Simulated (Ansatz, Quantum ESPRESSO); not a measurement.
# 1T-NbSTe, 1 layer in an electric field, part 2 of 6

How does 1T-NbSTe, 1 layer respond to a gate-like field without added charge?

Quantum ESPRESSO 7.5; plane-wave DFT, PBE, GBRV ultrasoft pseudopotentials; geometry and cross-check by Ansatz 0.2.0 with PAW datasets.

So far: Starting point; Relaxation with Ansatz.

### 3. Ground state: no field

The zero-field run is the reference. tefield and dipfield are on already, so that all runs share k-points and boundary.

Level of this step: plane-wave DFT, PBE, GBRV ultrasoft pseudopotentials (Quantum ESPRESSO 7.5).

File f0.in:

```
&control
  prefix = 'f0'
  outdir = './out'
  pseudo_dir = './pseudo'
  calculation = 'scf'
  tprnfor = .true.
  tefield = .true.
  dipfield = .true.
/
&system
  ibrav = 0
  nat = 3
  ntyp = 3
  ecutwfc = 40
  ecutrho = 200
  occupations = 'smearing'
  smearing = 'fd'
  degauss = 0.004
  edir = 3
  emaxpos = 0.97
  eopreg = 0.04
  eamp = 0.0
/
&electrons
  conv_thr = 1e-09
  mixing_beta = 0.4
  electron_maxstep = 120
  mixing_mode = 'plain'
/
ATOMIC_SPECIES
  Te  127.6000  te_pbe_v1.uspp.F.UPF
  Nb  92.9064  nb_pbe_v1.uspp.F.UPF
  S   32.0600  s_pbe_v1.4.uspp.F.UPF
CELL_PARAMETERS angstrom
  3.53561976890273 0.00000000000000 0.00000000000000
  -1.76780988445136 3.06193653799223 -0.00000000000000
  0.00000000000000 -0.00000000000000 20.27395108310000
ATOMIC_POSITIONS crystal
  Te  0.666666666667 0.333333333333 0.417057240294
  Nb  0.000000000000 -0.000000000000 0.513661972973
  S   0.333333333333 0.666666666667 0.582759017133
K_POINTS automatic
  12 12 1 0 0 0
```

On the command line:

```console
OMP_NUM_THREADS=1 mpirun -n 4 pw.x -nk 4 -in f0.in > f0.out
```

What it wrote:

```text
Program PWSCF v.7.5 starts
[citation notice left out]

     Parallel version (MPI & OpenMP), running on       4 processor cores
     Number of MPI processes:                 4
     Threads/MPI process:                     1

     MPI processes distributed on     1 nodes
[...]
Current dimensions of program PWSCF are:
     Max number of different atomic species (ntypx) = 10
     Max number of k-points (npk) =  40000
     Max angular momentum in pseudopotentials (lmaxx) =  4
     Presently no symmetry can be used with electric field

     K-points division:     npool     =       4
     Subspace diagonalization in iterative solution of the eigenvalue problem:
     a serial algorithm will be used

     G-vector sticks info
     --------------------
     sticks:   dense  smooth     PW     G-vecs:    dense   smooth      PW
     Sum         613     499    163                70637    50765    9623

     Using Slab Decomposition

     bravais-lattice index     =            0
     lattice parameter (alat)  =       6.6814  a.u.
     unit-cell volume          =    1481.1421 (a.u.)^3
     number of atoms/cell      =            3
     number of atomic types    =            3
     number of electrons       =        25.00
     number of Kohn-Sham states=           17
     kinetic-energy cutoff     =      40.0000  Ry
     charge density cutoff     =     200.0000  Ry
     scf convergence threshold =      1.0E-09
     mixing beta               =       0.4000
     number of iterations used =            8  plain     mixing
     Exchange-correlation=  SLA  PW   PBX  PBC
                           (   1   4   3   4   0   0   0)

     celldm(1)=   6.681353  celldm(2)=   0.000000  celldm(3)=   0.000000
     celldm(4)=   0.000000  celldm(5)=   0.000000  celldm(6)=   0.000000

     crystal axes: (cart. coord. in units of alat)
               a(1) = (   1.000000   0.000000   0.000000 )
               a(2) = (  -0.500000   0.866025  -0.000000 )
               a(3) = (   0.000000  -0.000000   5.734200 )

     reciprocal axes: (cart. coord. in units 2 pi/alat)
               b(1) = (  1.000000  0.577350  0.000000 )
               b(2) = ( -0.000000  1.154701  0.000000 )
               b(3) = ( -0.000000  0.000000  0.174392 )

     PseudoPot. # 1 for Te read from file:
     ./pseudo/te_pbe_v1.uspp.F.UPF
     Pseudo is Ultrasoft + core correction, Zval =  6.0
     Generated by new atomic code, or converted to UPF format
     Using radial grid of  891 points,  5 beta functions with:
                l(1) =   0
                l(2) =   0
                l(3) =   1
                l(4) =   1
                l(5) =   2
     Q(r) pseudized with  6 coefficients,  rinner =    1.800   1.800   1.800
                                                       1.800   1.800

     PseudoPot. # 2 for Nb read from file:
     ./pseudo/nb_pbe_v1.uspp.F.UPF
     Pseudo is Ultrasoft + core correction, Zval = 13.0
     Generated by new atomic code, or converted to UPF format
     Using radial grid of  887 points,  6 beta functions with:
                l(1) =   0
                l(2) =   0
                l(3) =   1
                l(4) =   1
                l(5) =   2
                l(6) =   2
     Q(r) pseudized with  6 coefficients,  rinner =    1.000   1.000   1.000
                                                       1.000   1.000

     PseudoPot. # 3 for S  read from file:
     ./pseudo/s_pbe_v1.4.uspp.F.UPF
     Pseudo is Ultrasoft + core correction, Zval =  6.0
     Generated by new atomic code, or converted to UPF format
     Using radial grid of  907 points,  6 beta functions with:
                l(1) =   0
                l(2) =   0
                l(3) =   1
                l(4) =   1
                l(5) =   2
                l(6) =   2
     Q(r) pseudized with  8 coefficients,  rinner =    1.300   1.300   1.300
                                                       1.300   1.300

     atomic species   valence    mass     pseudopotential
     Te                6.00   127.60000     Te( 1.00)
     Nb               13.00    92.90640     Nb( 1.00)
     S                 6.00    32.06000     S ( 1.00)

     No symmetry found

   Cartesian axes

     site n.     atom                  positions (alat units)
         1        Te     tau(   1) = (   0.5000000   0.2886751   2.3914897  )
         2        Nb     tau(   2) = (   0.0000000   0.0000000   2.9454405  )
         3        S      tau(   3) = (  -0.0000000   0.5773503   3.3416568  )

     number of k points=    74  Fermi-Dirac smearing, width (Ry)=  0.0040
                       cart. coord. in units 2pi/alat
        k(    1) = (   0.0000000   0.0000000   0.0000000), wk =   0.0138889
        k(    2) = (   0.0000000   0.0962250   0.0000000), wk =   0.0277778
        k(    3) = (   0.0000000   0.1924501   0.0000000), wk =   0.0277778
        k(    4) = (   0.0000000   0.2886751   0.0000000), wk =   0.0277778
        k(    5) = (   0.0000000   0.3849002   0.0000000), wk =   0.0277778
        k(    6) = (   0.0000000   0.4811252   0.0000000), wk =   0.0277778
        k(    7) = (   0.0000000  -0.5773503   0.0000000), wk =   0.0138889
        k(    8) = (   0.0833333   0.0481125   0.0000000), wk =   0.0277778
        k(    9) = (   0.0833333   0.1443376   0.0000000), wk =   0.0277778
        k(   10) = (   0.0833333   0.2405626   0.0000000), wk =   0.0277778
[...]
k(   74) = (  -0.5000000  -0.8660254   0.0000000), wk =   0.0138889

     Dense  grid:    70637 G-vectors     FFT dimensions: (  32,  32, 180)

     Smooth grid:    50765 G-vectors     FFT dimensions: (  27,  27, 160)

     Estimated max dynamical RAM per process >     138.35 MB

     Estimated total dynamical RAM >     501.67 MB

     Initial potential from superposition of free atoms

     starting charge      24.9970, renormalised to      25.0000

     negative rho (up, down):  2.519E-03 0.000E+00

     Adding external electric field

     Computed dipole along edir(3) :
        Dipole                0.0001 Ry au,          0.0001 Debye
        Dipole field          0.0000 Ry au,

        Potential amp.       -0.0000 Ry
        Total length         36.7797 bohr

     Starting wfcs are   21 randomized atomic wfcs

     total cpu time spent up to now is        2.3 secs

     per-process dynamical memory:    78.9 Mb

     Self-consistent Calculation

     iteration #  1     ecut=    40.00 Ry     beta= 0.40
     Davidson diagonalization with overlap
     ethr =  1.00E-02,  avg # of iterations =  2.8

[...]
negative rho (up, down):  2.621E-03 0.000E+00

[...]
Dipole               -0.0056 Ry au,         -0.0143 Debye
[...]
total energy              =    -168.58389245 Ry
     estimated scf accuracy    <       0.62175649 Ry

     iteration #  3     ecut=    40.00 Ry     beta= 0.40
[...]
negative rho (up, down):  2.658E-03 0.000E+00

[...]
Dipole               -0.2448 Ry au,         -0.6222 Debye
[...]
total energy              =    -168.66901297 Ry
     estimated scf accuracy    <       0.07478348 Ry

     iteration #  4     ecut=    40.00 Ry     beta= 0.40
[...]
negative rho (up, down):  2.674E-03 0.000E+00

[...]
Dipole               -0.0967 Ry au,         -0.2458 Debye
[...]
total energy              =    -168.67259630 Ry
     estimated scf accuracy    <       0.14219499 Ry

     iteration #  5     ecut=    40.00 Ry     beta= 0.40
[...]
negative rho (up, down):  2.699E-03 0.000E+00

[...]
Dipole               -0.0935 Ry au,         -0.2377 Debye
[...]
total energy              =    -168.68304415 Ry
     estimated scf accuracy    <       0.00167346 Ry

     iteration #  6     ecut=    40.00 Ry     beta= 0.40
[...]
negative rho (up, down):  2.720E-03 0.000E+00

[...]
Dipole               -0.1041 Ry au,         -0.2646 Debye
[...]
total energy              =    -168.68335970 Ry
     estimated scf accuracy    <       0.00054380 Ry

     iteration #  7     ecut=    40.00 Ry     beta= 0.40
[...]
negative rho (up, down):  2.725E-03 0.000E+00

[...]
Dipole               -0.0989 Ry au,         -0.2514 Debye
[...]
total energy              =    -168.68340796 Ry
     estimated scf accuracy    <       0.00010637 Ry

     iteration #  8     ecut=    40.00 Ry     beta= 0.40
[...]
negative rho (up, down):  2.726E-03 0.000E+00

[...]
Dipole               -0.0992 Ry au,         -0.2521 Debye
[...]
total energy              =    -168.68342095 Ry
     estimated scf accuracy    <       0.00000380 Ry

     iteration #  9     ecut=    40.00 Ry     beta= 0.40
[...]
negative rho (up, down):  2.727E-03 0.000E+00

[...]
Dipole               -0.0993 Ry au,         -0.2524 Debye
[...]
total energy              =    -168.68342239 Ry
     estimated scf accuracy    <       0.00000054 Ry

     iteration # 10     ecut=    40.00 Ry     beta= 0.40
[...]
negative rho (up, down):  2.728E-03 0.000E+00

[...]
Dipole               -0.0992 Ry au,         -0.2521 Debye
[...]
total energy              =    -168.68342252 Ry
     estimated scf accuracy    <       0.00000012 Ry

     iteration # 11     ecut=    40.00 Ry     beta= 0.40
[...]
negative rho (up, down):  2.728E-03 0.000E+00

[...]
Dipole               -0.0993 Ry au,         -0.2523 Debye
[...]
total energy              =    -168.68342255 Ry
     estimated scf accuracy    <       0.00000005 Ry

     iteration # 12     ecut=    40.00 Ry     beta= 0.40
[...]
negative rho (up, down):  2.728E-03 0.000E+00

[...]
Dipole               -0.0993 Ry au,         -0.2523 Debye
[...]
total energy              =    -168.68342256 Ry
     estimated scf accuracy    <          2.9E-09 Ry

     iteration # 13     ecut=    40.00 Ry     beta= 0.40
[...]
negative rho (up, down):  2.729E-03 0.000E+00

[...]
Dipole               -0.0992 Ry au,         -0.2523 Debye
[...]
End of self-consistent calculation

          k = 0.0000 0.0000 0.0000 (  6377 PWs)   bands (ev):

   -55.8080 -31.8598 -31.8132 -31.8132 -13.7345 -12.5034  -5.4544  -3.5613
    -3.5613  -2.8132  -0.2154  -0.2154   0.2700   0.5244   0.5244   3.5876
     3.5876

          k = 0.0000 0.0962 0.0000 (  6355 PWs)   bands (ev):

   -55.8069 -31.8571 -31.8272 -31.8164 -13.6678 -12.4488  -5.3517  -3.8567
    -3.5313  -2.5672  -0.7706  -0.5005   0.0347   0.8026   0.8379   3.1083
     3.4000

          k = 0.0000 0.1925 0.0000 (  6333 PWs)   bands (ev):

   -55.8039 -31.8671 -31.8478 -31.8252 -13.4892 -12.2796  -5.0701  -4.2879
    -3.4698  -2.3745  -1.8673  -0.8799  -0.1637   0.9500   1.1372   2.6309
     3.3414

          k = 0.0000 0.2887 0.0000 (  6326 PWs)   bands (ev):

   -55.7998 -31.9186 -31.8376 -31.8372 -13.2603 -11.9850  -4.8574  -4.4180
    -3.4424  -3.3509  -2.1578  -1.0991  -0.4898   0.9185   1.2792   2.8013
     3.3348

          k = 0.0000 0.3849 0.0000 (  6318 PWs)   bands (ev):

   -55.7958 -31.9702 -31.8491 -31.8268 -13.0563 -11.5814  -5.0900  -4.4455
    -3.9772  -3.4818  -2.4617  -1.1485  -0.7688   1.1278   1.3249   3.2571
     3.4098

          k = 0.0000 0.4811 0.0000 (  6312 PWs)   bands (ev):

   -55.7928 -32.0075 -31.8578 -31.8188 -12.9246 -11.1787  -5.6842  -4.7250
    -3.7884  -3.5454  -2.6754  -1.1253  -0.8941   1.3895   1.4989   3.4436
     3.4542

[...]
the Fermi energy is    -0.1623 ev

!    total energy              =    -168.68342256 Ry
     estimated scf accuracy    <          5.2E-10 Ry
     smearing contrib. (-TS)   =      -0.00200628 Ry
     internal energy E=F+TS    =    -168.68141628 Ry

     The total energy is F=E-TS. E is the sum of the following terms:
     one-electron contribution =    -821.28416172 Ry
     hartree contribution      =     411.24874574 Ry
     xc contribution           =     -41.29516267 Ry
     ewald contribution        =     282.64907881 Ry
     electric field correction =       0.00008357 Ry

     convergence has been achieved in  13 iterations

     negative rho (up, down):  2.729E-03 0.000E+00

     Forces acting on atoms (cartesian axes, Ry/au):

     atom    1 type  1   force =    -0.00000001    0.00000002   -0.00140937
     atom    2 type  2   force =     0.00000001   -0.00000006    0.00170206
     atom    3 type  3   force =     0.00000000    0.00000004   -0.00029269

     Total force =     0.002229     Total SCF correction =     0.000079

[...]
=------------------------------------------------------------------------------=
   JOB DONE.
=------------------------------------------------------------------------------=
[key lines of the parts left out:]
Dipole field         -0.0008 Ry au,
```

The job ended after 52 s (4 MPI ranks of Arm Neoverse V1, shared host; peak memory 0.73 GiB; 3.4 min of CPU time).

Numbers from this step:

| Quantity | Value |
| --- | --- |
| free energy | -2295.0549 eV |
| energy at zero smearing | -2295.0412 eV |
| Fermi energy | -0.1623 eV |
| dipole along the normal | -0.05253 e·Å |

The program's own clock; routines nest. Time by routine:

| routine | wall time (s) | calls |
| --- | --- | --- |
| PWSCF | 51.18 | 1 |
| electrons | 48.37 | 1 |
| c_bands | 37.4 | 13 |
| cegterg | 34.05 | 247 |
| h_psi | 29.17 | 929 |
| fftw | 28.85 | 25523 |
| vloc_psi | 26 | 929 |
| sum_band | 8.25 | 13 |
| calbec | 2.31 | 1252 |
| init_run | 2.06 | 1 |
| newd | 1.79 | 14 |
| h_psi:calbec | 1.55 | 929 |
| add_vuspsi | 1.53 | 929 |
| s_psi | 1.5 | 929 |

The run needed 13 iterations to bring the estimated error under 1e-09 Ry; the largest force on any atom, held or free, is 0.04 eV/Å.

### 4. Potential by pp.x

plot_num = 11 writes the bare and Hartree potential. It leaves out exchange and correlation, which fade slowly, so it flattens close to the surface.

File f0.pot.in:

```
&inputpp
  prefix = 'f0'
  outdir = './out'
  filplot = 'f0.pot.dat'
  plot_num = 11
/
```

On the command line:

```console
OMP_NUM_THREADS=1 mpirun -n 4 pp.x -in f0.pot.in > f0.pot.out
```

Elapsed: 1.1 s, on 4 MPI ranks; peak memory 0.09 GiB.

This step gave:

| Item | Value |
| --- | --- |
| work function of the upper face | 5.195 eV |
| slope of the potential above | 2.60e-5 eV/Å |
| upper vacuum line continued to the top atoms, over the Fermi level | 5.194 eV |
| work function of the lower face | 4.317 eV |
| slope of the potential below | -6.90e-5 eV/Å |
| lower vacuum line continued to the bottom atoms, over the Fermi level | 4.316 eV |

The vacuum is flat to 0.1 meV/Å, so its level is well defined. Inside the slab the curve depends on the local part of the pseudopotentials; only the vacuum level has a meaning of its own.

(Continued in part 3 of 6.)

[Logs are printed without paths, hosts, clocks, repeated set-up lines and the standing remarks that a program may print on its own settings, such as how far it seeks lower states.]

[Hosts, paths, dates, database ids (printed as entryN), source tags and the programs' standing remarks are cut or masked in the printed files.]

[Maps of the electrostatic potential energy from Ansatz leave out the sawtooth potential of an applied field or a dipole correction, so their vacuum need not be flat; planar profiles and work functions include it.]
